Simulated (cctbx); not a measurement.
# Reading a Patterson map

Space group C2/m (no. 12), a = 15.1890 Å, b = 3.9460 Å, c = 10.8980 Å, α = 90.00°, β = 126.43°, γ = 90.00°, content Cd8 As12 Zn4 Mg4.

Simulated single-crystal data (cctbx): Mo Kα, λ = 0.71073 Å, to d = 0.8 Å, 80 % of the full sphere, strongest reflection 20000 counts, noise from counting, a 3 % proportional error and a noise floor of 4 counts (s.d.); no absorption, some extinction.

Patterson synthesis from sharpened amplitudes, origin scaled to 1000:

```text
Patterson group C 1 2/m 1
      u       v       w   height  length (A)
  0.000   0.000   0.000   1000.0     0.00
  0.035   0.500   0.330    348.4     3.85
  0.121   0.000   0.876    332.2     2.85
  0.153   0.500   0.204    321.3     2.85
  0.037   0.500   0.834    316.0     2.95
  0.000   0.000   0.500    303.2     5.45
  0.222   0.000   0.913    301.8     4.01
  0.128   0.000   0.382    238.1     3.39
  0.156   0.500   0.707    231.5     5.35
  0.087   0.500   0.544    180.4     6.17
  0.022   0.000   0.315    174.6     3.24
  0.243   0.000   0.250    172.1     3.02
  0.200   0.000   0.588    171.1     6.76
  0.178   0.500   0.017    167.1     3.26
```

**Question.** Which atom pairs make the peaks, and where is the heaviest atom?

A peak at u stands for all pairs with xi − xj = u, with weight Σ ZiZj against Σ Z² = 35676 at the origin. Peak heights follow these weights only roughly, since form factors, motion and series ripples differ, all vectors within 0.55 Å of a peak are counted as merged into it though the farther ones add only part of their weight, and F(000) is left out, which lowers the whole map:

| u | v | w | shortest length (Å) | height | 1000 ΣZiZj/ΣZ² | pairs in the cell |
| --- | --- | --- | --- | --- | --- | --- |
| 0.035 | 0.500 | 0.330 | 3.85 | 348 | 414 | 8 × As–As, 2 × Cd–Cd, 4 × Zn–Mg |
| 0.121 | 0.000 | 0.876 | 2.86 | 332 | 355 | 8 × Cd–As |
| 0.153 | 0.500 | 0.204 | 2.85 | 321 | 355 | 8 × Cd–As |
| 0.037 | 0.500 | 0.834 | 2.95 | 316 | 355 | 8 × Cd–As |
| 0.000 | 0.000 | 0.500 | 5.45 | 303 | 355 | 8 × Cd–As |
| 0.222 | 0.000 | 0.913 | 4.01 | 302 | 312 | 6 × As–As, 2 × Cd–Cd |
| 0.128 | 0.000 | 0.382 | 3.39 | 238 | 258 | 4 × Cd–Cd |
| 0.156 | 0.500 | 0.707 | 4.20 | 232 | 258 | 4 × Cd–Cd |
| 0.087 | 0.500 | 0.544 | 5.20 | 180 | 178 | 4 × Cd–As |
| 0.022 | 0.000 | 0.315 | 3.25 | 175 | 161 | 4 × Cd–Zn |

The table stops at ten peaks or at a height of 45, below which ripples compete. In the model behind the data Cd, the heaviest element, has 2 independent sites: (0.1073, 1/2, 0.9553) and (0.7354, 0, 0.3357), up to an allowed shift of origin; the Cd–Cd vectors are differences of these positions and their symmetry mates. The whole model:

```csv
atom,mult.,x,y,z,Ueq (Å²)
Cd1,4,0.1073,1/2,0.9553,0.0087
Cd2,4,0.7354,0,0.3357,0.0083
As1,4,0.1124,1/2,0.4614,0.0105
As2,4,0.8492,0,0.2065,0.0084
As3,4,0.4247,1/2,0.8768,0.0109
Zn1,4,0.0900,1/2,0.6513,0.0110
Mg1,4,0.9528,0,0.6774,0.0108
```

The model was made for the exercise: a known structure type with other elements put in, its volume estimated, not relaxed; displacement parameters are assumed.

[Logs are printed without paths, hosts, clocks, repeated set-up lines and the standing remarks that a program may print on its own settings, such as how far it seeks lower states.]
